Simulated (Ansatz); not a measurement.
# 1T-NiSSe monolayer in a perpendicular field

Aim: how the 1T-NiSSe monolayer screens a field along its normal, and what the field does to its bands. A positive field points along +c.

Calculated with Ansatz 0.2.0; plane-wave DFT, PBE-D3(BJ), Ansatz PAW (set soft_1); PAW set soft_1.

## 1. The structure

The cell holds 3 atoms: 1 Se, 1 Ni and 1 S. Its edges and angles: a = 3.450 Å, b = 3.450 Å, c = 35.221 Å, α = 90.0°, β = 90.0°, γ = 120.0°. Vacuum lies along c.

## 2. Relaxing the slab

The starting cell is a guess, so the in-plane lattice and the atoms are relaxed first, with the slab cut off from its images along the normal.

input.yaml

```yaml
crystal:
  lattice:
    - [3.45, 0.0, 0.0]
    - [-1.725, 2.9877876431, 0.0]
    - [0.0, 0.0, 35.2210168095]
  atoms:
    - { symbol: Se, position: [0.6666666667, 0.3333333333, 0.4698898981] }
    - { symbol: Ni, position: [0.0, 0.0, 0.5045398951] }
    - { symbol: S, position: [0.3333333333, 0.6666666667, 0.5301101019] }
  periodic: [true, true, false]
kpoints:
  mp_grid: { grid: [12, 12, 1] }
hamiltonian:
  xc: pbe
  dispersion: d3bj
  pseudopotentials: { kind: paw, azcp: { folder: soft_1 } }
scf:
  occupations: { method: fermi_dirac, width: 0.05 }
  convergence: { dr2_threshold: 1.0e-09 }
relax:
  f_tol: 0.004
  max_steps: 90
  cell: {}
output:
  write_potential: true
  write_density: true
  volumetric_format: npy
```

On the command line:

```bash
> ansatz run input.yaml --threads 2 --pin off --max-ram 3072MiB --backend cpu --events-out ev --progress --plain --runs-dir out
```

Numbers of over 12 decimals in the logs are rounded to 6 here.

Output:

```text
Warning: relax.cell: scf.convergence.dr2_threshold = 1e-9 eV is looser than the 2.04194080367e-10 eV advised for a relaxation that steers and ends on the stress (1e-10 eV for each atom of the cell: 3, times the square of relax.cell.stress_2d_tol = 0.05 N/m over 12.1 Å (the atoms' height at the walk's start and 5 Å past either face), 4.125e-2 GPa, over a crystal's default 0.05). What an SCF threshold leaves in a stress goes as its square root, and in the free energy as the threshold itself, and one threshold admits the most on a small cell: [figures from the program's tests cut] Set scf.convergence.dr2_threshold to 2.04194080367e-10 eV or tighter. [rest of the remark cut]
Engine: ansatz 0.2.0, aarch64-unknown-linux-gnu
Pseudopotentials: kind: paw
Pseudopotential: Se, paw, valence charge 16, recommended cutoff 420 eV (normal), soft_1/Se.paw.azcp
Pseudopotential: Ni, paw, valence charge 18, recommended cutoff 420 eV (normal), soft_1/Ni.paw.azcp
Pseudopotential: S, paw, valence charge 6, recommended cutoff 420 eV (normal), soft_1/S.paw.azcp
Functional definition: PBE
  parameter kappa = 0.804
  parameter beta = 0.066725
  exchange = pbe_x(kappa = kappa, mu = beta*pi^2/3)
  correlation = pbe_c(beta = beta)
Crystal: 3 atoms, lattice volume = 363.054 Å³
Basis set: ecut = 420 eV, 7029 PW (Γ), exchange–correlation on 48×48×480 points (8 copies of the dense FFT grid, shifted against one another)
Bands: 24, of which v1, the nominal top of the filled ones, is band 20 counted from 1 (19 counted from 0)
Symmetry: 6 space group operations
Space group: P3m1 (ITA 156), of the structure as read, at distance tolerance 7.1e-5 Å
k-points: 19 of 144 (time reversal used)
Non-local potential: Se, projectors of the file, l = 0: 2, l = 1: 2, l = 2: 3, l = 3: 1
Non-local potential: Ni, projectors of the file, l = 0: 3, l = 1: 2, l = 2: 3, l = 3: 1
Non-local potential: S, projectors of the file, l = 0: 2, l = 1: 2, l = 2: 1
PAW form: soft (Blöchl's): semilocal exchange-correlation on the pseudo side does not see the compensation charge
PAW one-centre angular grid: Se, 590 points (default); XC on 64 Gauss nodes
PAW one-centre angular grid: Ni, 590 points (default); XC on 64 Gauss nodes
PAW one-centre angular grid: S, 110 points (default); XC on 64 Gauss nodes
Initial density: superposition of atomic densities (neutral atoms: chi_scale 0, normalization atom)
Initial wavefunctions: pseudopotential atomic-orbital guess
Functional: x = pbe(κ = 0.804, μ = 0.219515), c = pbe(β = 0.066725)
SCF iter   1: F=—  HF=-12212.959593 eV  |F-HF|=—  |Δ(HF+E_count)|=         —  Δρ=3.97e-2  dr2=8.29e0  ethr=3.10e-3  ⟨swp⟩=16.8  Hψ=3884  notcnv=0
preconditioner: auto → LDOS  [insulator: Δε(μ)=0.145 eV  Ē_g=9.305 eV  σ=0.050 eV  W_gap=0.61  n_scr=20 (ndim 8)  ℏωp=9.1 eV  f_vac=0.826  D(μ)=1.37/eV (n_scr^D=8)  ε∞_Penn≈2.0  β→1.0]
SCF iter   2: F=—  HF=-12212.814776 eV  |F-HF|=—  |Δ(HF+E_count)|=   1.45e-1  Δρ=5.93e-2  dr2=9.84e0  ethr=3.10e-3  ⟨swp⟩=5.4  Hψ=1310  notcnv=0
preconditioner: auto → Resta (q_TF=auto, 1.889 Å⁻¹)  ε∞=2.2  [insulator: Δε(μ)=0.717 eV  Ē_g=8.456 eV  σ=0.050 eV  W_gap=1.00  n_scr=20 (ndim 8)  ℏωp=9.1 eV  f_vac=0.826  D(μ)=0.00/eV (n_scr^D=0)  ε∞_Penn≈2.2  vacuum switching on, ρ_ref=5.2e-3 e/Å³  β→0.5]
SCF iter   3: F=—  HF=-12212.256396 eV  |F-HF|=—  |Δ(HF+E_count)|=   5.58e-1  Δρ=2.19e-2  dr2=2.50e0  ethr=3.10e-3  ⟨swp⟩=4.2  Hψ=1316  notcnv=0
SCF iter   4: F=—  HF=-12212.046165 eV  |F-HF|=—  |Δ(HF+E_count)|=   2.10e-1  Δρ=8.21e-3  dr2=3.21e-1  ethr=3.10e-3  ⟨swp⟩=3.8  Hψ=794  notcnv=0
SCF iter   5: F=—  HF=-12212.024590 eV  |F-HF|=—  |Δ(HF+E_count)|=   2.16e-2  Δρ=2.76e-3  dr2=2.06e-2  ethr=8.03e-4  ⟨swp⟩=3.9  Hψ=711  notcnv=0
SCF iter   6: F=—  HF=-12212.031724 eV  |F-HF|=—  |Δ(HF+E_count)|=   7.13e-3  Δρ=8.79e-4  dr2=1.91e-3  ethr=5.15e-5  ⟨swp⟩=3.8  Hψ=1031  notcnv=0
SCF iter   7: F=—  HF=-12212.033240 eV  |F-HF|=—  |Δ(HF+E_count)|=   1.52e-3  Δρ=2.39e-4  dr2=1.35e-4  ethr=4.77e-6  ⟨swp⟩=3.8  Hψ=965  notcnv=0  defer=3
SCF iter   8: F=—  HF=-12212.033605 eV  |F-HF|=—  |Δ(HF+E_count)|=   3.65e-4  Δρ=8.64e-5  dr2=2.03e-5  ethr=3.36e-7  ⟨swp⟩=3.1  Hψ=997  notcnv=0
SCF iter   9: F=—  HF=-12212.033598 eV  |F-HF|=—  |Δ(HF+E_count)|=   7.08e-6  Δρ=2.72e-5  dr2=2.01e-6  ethr=5.06e-8  ⟨swp⟩=3.6  Hψ=1013  notcnv=0
SCF iter  10: F=—  HF=-12212.033567 eV  |F-HF|=—  |Δ(HF+E_count)|=   3.06e-5  Δρ=8.61e-6  dr2=2.51e-7  ethr=5.03e-9  ⟨swp⟩=2.8  Hψ=927  notcnv=0
SCF iter  11: F=—  HF=-12212.033568 eV  |F-HF|=—  |Δ(HF+E_count)|=   1.67e-7  Δρ=1.75e-6  dr2=1.80e-8  ethr=6.29e-10  ⟨swp⟩=2.2  Hψ=652  notcnv=0
SCF iter  12: F=-12212.033568 eV  HF=-12212.033568 eV  |F-HF|=6.21e-9  |Δ(HF+E_count)|=   1.36e-8  Δρ=3.59e-7  dr2=2.69e-10  ethr=2.50e-12  ⟨swp⟩=11.0  Hψ=4241  notcnv=0
SCF 1 converged in 12 iterations: F = -12212.033568 eV  dr2 = 2.69e-10
  greatest PAW one-centre occupation: 1.000 electrons in one spin orbital (limit 2), on the Ni atom at site 1 (counted from 0), in its partial waves of l = 1
relax step   1: F+E_penalty+E_count = -12212.03356764 eV  Δ(F+E_penalty+E_count) = +0.000e0 eV  max|allowed force component| = 2.214e0 eV/Å  Δτ_max = 0.0000 Å  P = +3.491 N/m  Ω = 363.054 Å³  fix = [c, alpha, beta]  reactions: c +0.000 N/m  (12 SCF iters, accepted)
Crystal: 3 atoms, lattice volume = 352.876 Å³
Basis set: ecut = 420 eV, 6921 PW (Γ), exchange–correlation on 48×48×480 points (8 copies of the dense FFT grid, shifted against one another)
Initial density: handed on by an earlier stage of this run
Initial wavefunctions: those handed on with the density
iter 1 solved again at ethr=2.34e-4 eV; its pass at ethr=3.10e-3 eV (dr2=9.36e-2 eV) is discarded
SCF iter   1: F=—  HF=-12212.307900 eV  |F-HF|=—  |Δ(HF+E_count)|=         —  Δρ=6.65e-3  dr2=9.45e-2  ethr=2.34e-4  ⟨swp⟩=2.9  Hψ=3460  notcnv=0
preconditioner: auto → LDOS  [insulator: Δε(μ)=0.319 eV  Ē_g=8.407 eV  σ=0.050 eV  W_gap=0.90  n_scr=20 (ndim 8)  ℏωp=9.3 eV  f_vac=0.821  D(μ)=0.13/eV (n_scr^D=2)  ε∞_Penn≈2.2  β→1.0]
SCF iter   2: F=—  HF=-12212.314244 eV  |F-HF|=—  |Δ(HF+E_count)|=   6.34e-3  Δρ=8.09e-3  dr2=2.04e-1  ethr=2.34e-4  ⟨swp⟩=4.2  Hψ=854  notcnv=0
SCF iter   3: F=—  HF=-12212.304251 eV  |F-HF|=—  |Δ(HF+E_count)|=   9.99e-3  Δρ=4.76e-3  dr2=7.38e-2  ethr=2.34e-4  ⟨swp⟩=3.4  Hψ=834  notcnv=0  defer=1
SCF iter   4: F=—  HF=-12212.298865 eV  |F-HF|=—  |Δ(HF+E_count)|=   5.39e-3  Δρ=2.03e-3  dr2=1.20e-2  ethr=1.84e-4  ⟨swp⟩=2.7  Hψ=586  notcnv=0  defer=1
SCF iter   5: F=—  HF=-12212.298298 eV  |F-HF|=—  |Δ(HF+E_count)|=   5.67e-4  Δρ=2.35e-4  dr2=1.44e-4  ethr=3.00e-5  ⟨swp⟩=2.2  Hψ=648  notcnv=0
[...]
SCF iter   6: F=—  HF=-12212.310847 eV  |F-HF|=—  |Δ(HF+E_count)|=   6.57e-5  Δρ=1.84e-5  dr2=1.03e-6  ethr=1.20e-8  ⟨swp⟩=3.0  Hψ=993  notcnv=0
SCF iter   7: F=—  HF=-12212.310821 eV  |F-HF|=—  |Δ(HF+E_count)|=   2.61e-5  Δρ=5.04e-6  dr2=6.55e-8  ethr=2.57e-9  ⟨swp⟩=3.1  Hψ=778  notcnv=0
SCF iter   8: F=—  HF=-12212.310821 eV  |F-HF|=—  |Δ(HF+E_count)|=   1.84e-8  Δρ=1.87e-6  dr2=1.44e-8  ethr=1.64e-10  ⟨swp⟩=2.9  Hψ=956  notcnv=0
SCF iter   9: F=—  HF=-12212.310821 eV  |F-HF|=—  |Δ(HF+E_count)|=   2.59e-9  Δρ=8.98e-7  dr2=1.86e-9  ethr=3.61e-11  ⟨swp⟩=2.9  Hψ=795  notcnv=0
SCF iter  10: F=-12212.310821 eV  HF=-12212.310821 eV  |F-HF|=5.55e-10  |Δ(HF+E_count)|=   2.13e-9  Δρ=1.92e-7  dr2=9.25e-11  ethr=2.50e-12  ⟨swp⟩=11.2  Hψ=3365  notcnv=0
SCF 3 converged in 10 iterations: F = -12212.310821 eV  dr2 = 9.25e-11
relax step   3: F+E_penalty+E_count = -12212.31082120 eV  Δ(F+E_penalty+E_count) = -1.251e-2 eV  max|allowed force component| = 1.296e-1 eV/Å  Δτ_max = 0.0317 Å  P = +0.157 N/m  Ω = 352.003 Å³  energy of the carried Pulay correction = +3.957e-4 eV  fix = [c, alpha, beta]  reactions: c +0.000 N/m  (10 SCF iters, accepted)
[...]
relax step   4: F+E_penalty+E_count = -12212.31158463 eV  Δ(F+E_penalty+E_count) = -7.634e-4 eV  max|allowed force component| = 3.277e-2 eV/Å  Δτ_max = 0.0047 Å  P = +0.028 N/m  Ω = 353.036 Å³  energy of the carried Pulay correction = +3.582e-4 eV  fix = [c, alpha, beta]  reactions: c +0.000 N/m  (9 SCF iters, accepted)
[...]
relax step   5: F+E_penalty+E_count = -12212.31165953 eV  Δ(F+E_penalty+E_count) = -7.490e-5 eV  max|allowed force component| = 4.101e-3 eV/Å  Δτ_max = 0.0037 Å  P = +0.018 N/m  Ω = 353.519 Å³  energy of the carried Pulay correction = +3.407e-4 eV  fix = [c, alpha, beta]  reactions: c +0.000 N/m  (8 SCF iters, accepted)
[...]
relax step   6: F+E_penalty+E_count = -12212.31165927 eV  Δ(F+E_penalty+E_count) = +2.528e-7 eV  max|allowed force component| = 7.849e-4 eV/Å  Δτ_max = 0.0001 Å  P = +0.005 N/m  Ω = 353.568 Å³  energy of the carried Pulay correction = +3.389e-4 eV  fix = [c, alpha, beta]  reactions: c +0.000 N/m  (5 SCF iters, accepted)
Initial wavefunctions: pseudopotential atomic-orbital guess (no wavefunctions were taken with the density)
iter 1 solved again at ethr=8.99e-7 eV; its pass at ethr=3.10e-3 eV (dr2=3.60e-4 eV) is discarded
SCF iter   1: F=—  HF=-12212.311408 eV  |F-HF|=—  |Δ(HF+E_count)|=         —  Δρ=1.39e-5  dr2=1.99e-7  ethr=8.99e-7  ⟨swp⟩=5.4  Hψ=5382  notcnv=0
eigensolver tolerance schedule: the retry pair's looser diagonalisation over-reported the residual by 1806.36 of it (diagonalisation noise at 1.10 of the residual, at the tolerance the schedule requests for it); recorded, not acted on — ethr = c·dr2/N_el stays at c = 1.0e-1
SCF iter   2: F=—  HF=-12212.311347 eV  |F-HF|=—  |Δ(HF+E_count)|=   6.10e-5  Δρ=8.65e-5  dr2=1.90e-5  ethr=4.98e-10  ⟨swp⟩=4.9  Hψ=1447  notcnv=0
SCF iter   3: F=—  HF=-12212.311345 eV  |F-HF|=—  |Δ(HF+E_count)|=   2.44e-6  Δρ=9.58e-5  dr2=2.45e-5  ethr=4.98e-10  ⟨swp⟩=4.1  Hψ=1161  notcnv=0
SCF iter   4: F=—  HF=-12212.311346 eV  |F-HF|=—  |Δ(HF+E_count)|=   5.86e-7  Δρ=1.81e-6  dr2=6.57e-8  ethr=4.98e-10  ⟨swp⟩=4.0  Hψ=1099  notcnv=0
SCF iter   5: F=—  HF=-12212.311346 eV  |F-HF|=—  |Δ(HF+E_count)|=   2.99e-8  Δρ=7.32e-7  dr2=2.58e-9  ethr=1.64e-10  ⟨swp⟩=2.0  Hψ=616  notcnv=0
iter 6 met the thresholds in force, and the SCF goes on: an eigenvalue changes by 2.20 meV, over its tolerance of 1.03 meV (output.eigenvalues, Limitations)
SCF iter   6: F=-12212.311346 eV  HF=-12212.311346 eV  |F-HF|=8.05e-8  |Δ(HF+E_count)|=   1.14e-7  Δρ=3.52e-7  dr2=1.56e-10  ethr=2.50e-12  ⟨swp⟩=17.8  Hψ=4118  notcnv=0
SCF iter   7: F=-12212.311346 eV  HF=-12212.311346 eV  |F-HF|=1.39e-8  |Δ(HF+E_count)|=   6.68e-8  Δρ=9.28e-8  dr2=6.08e-12  ethr=1.00e-12  ⟨swp⟩=10.3  Hψ=3354  notcnv=0
SCF 7 converged in 7 iterations: F = -12212.311346 eV  dr2 = 6.08e-12
relax step   7: F+E_penalty+E_count = -12212.31134580 eV  Δ(F+E_penalty+E_count) = +3.135e-4 eV  max|allowed force component| = 8.266e-4 eV/Å  Δτ_max = 0.0000 Å  P = +0.005 N/m  Ω = 353.568 Å³  fix = [c, alpha, beta]  reactions: c +0.000 N/m  stress off target by 5.00e-3 N/m on what of the cell is left free  SCF on the basis re-selected at this cell (its energy is not comparable with the rows above)  (7 SCF iters)
basis re-selected at this cell: Δ(F+E_penalty+E_count) = +3.135e-4 eV, ΔP = -0.000 N/m vs the last step (what re-selecting the basis moved, of the pressure what is left beyond the Pulay correction that the steps carried, after the strain that the cell walked since its last selection, with what the two solves' SCF thresholds leave and, on support functions, any second-order correction that the steps lacked; it is no m [...]
WARN: The output density's exchange-correlation potential varies sharply where the density is thin. Do not read a vacuum level from v_tot or v_xc, or from such a field of the output density. On a cell that repeats whose density bears no net charge and no dipole along the vacuum's axis use v_es (v_loc + v_h of the components); under efield.dipole_correction with no amplitude use v_es + v_field, which holds any externa [...]
SCF converged after 7 iterations
an eigenvalue changed by more than its tolerance at an iteration that met the thresholds in force, so the SCF went on 1 time: the last check found none over its tolerance
Free energy (F): -12212.311346 eV
Harris-Foulkes:  -12212.311346 eV  (|F-HF|=1.39e-8)
Internal energy: -12212.308903 eV  (E = F + TS)
E sigma→0 (E₀):  -12212.310125 eV
Entropy (-TS):   -0.002442 eV (-0.814 meV/atom)
Fermi energy:    -5.198674 eV
--- Per-component energies (eV) ---
  E_band       = -1395.243191
  E_kinetic    = 554.735594
  E_local      = -117083.969705  (includes V_loc(G=0)·N_el)
  E_nonlocal   = -439.725630
  E_hartree    = 58340.795607
  E_xc         = -286.610396
  E_vxc        = -318.374063  (∫ρ·V_xc dr)
  E_paw        = -4391.343321  (= ΣΔE_a)
  E_vpaw       = -789.501457  (= ΣTr[D̂ρ^β])
  E_aug_tail   = 0.000547  (compensation charges beyond the density's cutoff)
  E_ewald      = 51094.568656
  E_disp       = -0.760255  (pairwise vdW)
  E_smearing   = -0.002442  (= −TS)
  E_closure    = 0.000000  (closes the sum)
  Σ components = -12212.311346   (vs F -12212.311346, Δ=0.00e0)
--- Forces (eV/Å), atoms counted from 1 ---
  atom   1  Se     0.00000000     0.00000000    -0.00082659
  atom   2  Ni     0.00000000    -0.00000000     0.00050278
  atom   3  S      0.00000000     0.00000000     0.00032394
  max |Σ_I F_I| component: 1.27e-7 eV/Å
--- 2D stress c σ (N/m, compression-positive) ---
        0.004998      -0.000000      -0.000000
       -0.000000       0.004998       0.000000
       -0.000000       0.000000       0.000000
  P = ½ c Tr σ = 0.0050 N/m
--- Band table (eV; the first three rows and the last of 19) ---
  k-point 0: bands = [... 16 lower, -7.0285, -6.1882, -5.2887, -5.2887, -3.5606, -3.5606, -0.9258, -0.1535]
  k-point 1: bands = [... 16 lower, -7.0776, -6.1210, -5.6111, -5.3920, -3.9720, -3.6174, -0.7937, -0.0181]
  k-point 2: bands = [... 16 lower, -7.2906, -6.3169, -5.7663, -5.6983, -4.7491, -3.7187, -0.4461, 0.3196]
  k-point 18: bands = [... 16 lower, -8.4189, -7.6174, -7.0204, -6.8317, -4.9490, -4.4871, 1.0429, 2.6300]
  the weakly bound empty levels are not read free of the cell's end (no_gap_told)
--- Relaxed structure (6 steps of the walk, 6 accepted, 1 SCFs on fresh bases) ---
  F+E_penalty+E_count = -12212.31134580 eV   max|allowed force component| = 8.266e-4 eV/Å   (the final SCF, on the basis selected at the relaxed cell)
  cell:  # Å, volume = 353.5678 Å³
    - [3.404631, -3.3579643886223868e-18, 0]
    - [-1.702316, 2.948497, 0]
    - [0, 0, 35.2210168095]
  atoms:
    - { symbol: Se, position: [0.666667, 0.333333, 0.466134] }
    - { symbol: Ni, position: [-1.127859068804729e-18, 0, 0.503047] }
    - { symbol: S, position: [0.333333, 0.666667, 0.535358] }
```

The job ended after 48 s (2 threads of Arm Neoverse V2, shared host; peak memory 0.59 GiB).

This run has no spin polarisation, although Ni can carry a moment.

The steps of the relaxation:

```csv
step,energy less that of the first step (eV),largest force component (eV/Å),volume (Å³)
1,0.0000,2.2137,363.05
2,-0.2647,0.5098,352.88
3,-0.2773,0.1296,352.00
4,-0.2780,0.0328,353.04
5,-0.2781,0.0041,353.52
6,-0.2781,0.0008,353.57
7*,-0.2778,0.0008,353.57
```

Relaxation steps marked * repeat the geometry before them on a plane-wave basis chosen anew for their cell, so energy and pressure can jump there.

Forces are held to the 6 operations that the run works with; a distortion that breaks them can't arise in this run.

```csv
cell as run,before,after,change
a (Å),3.450,3.405,-1.3 %
b (Å),3.450,3.405,-1.3 %
```

The atoms that moved most (Å, along periodic axes as changes of fractional coordinates times the final cell, across vacuum about the mean position):

```csv
atom,dx,dy,dz,length
S3,0.000,0.000,0.185,0.185
Se1,0.000,0.000,-0.132,0.132
Ni2,0.000,0.000,-0.053,0.053
```

Final coordinates:

```xyz
3
Lattice="3.4046 0.0000 0.0000 -1.7023 2.9485 0.0000 0.0000 0.0000 35.2210" Properties=species:S:1:pos:R:3
Se    1.7023    0.9828   16.4177
Ni    0.0000    0.0000   17.7178
S     0.0000    1.9657   18.8559
```

This step gave:

```
energy at zero smearing : -12212.3101 eV
```

The lattice constant a goes from 3.450 to 3.405 Å.

(Part 1 of 2 ends here.)

[Logs are printed without paths, hosts, clocks, repeated set-up lines and the standing remarks that a program may print on its own settings, such as how far it seeks lower states.]

[Hosts, paths, dates, database ids (printed as entryN), source tags and the programs' standing remarks are cut or masked in the printed files.]

[Maps of the electrostatic potential energy from Ansatz leave out the sawtooth potential of an applied field or a dipole correction, so their vacuum need not be flat; planar profiles and work functions include it.]
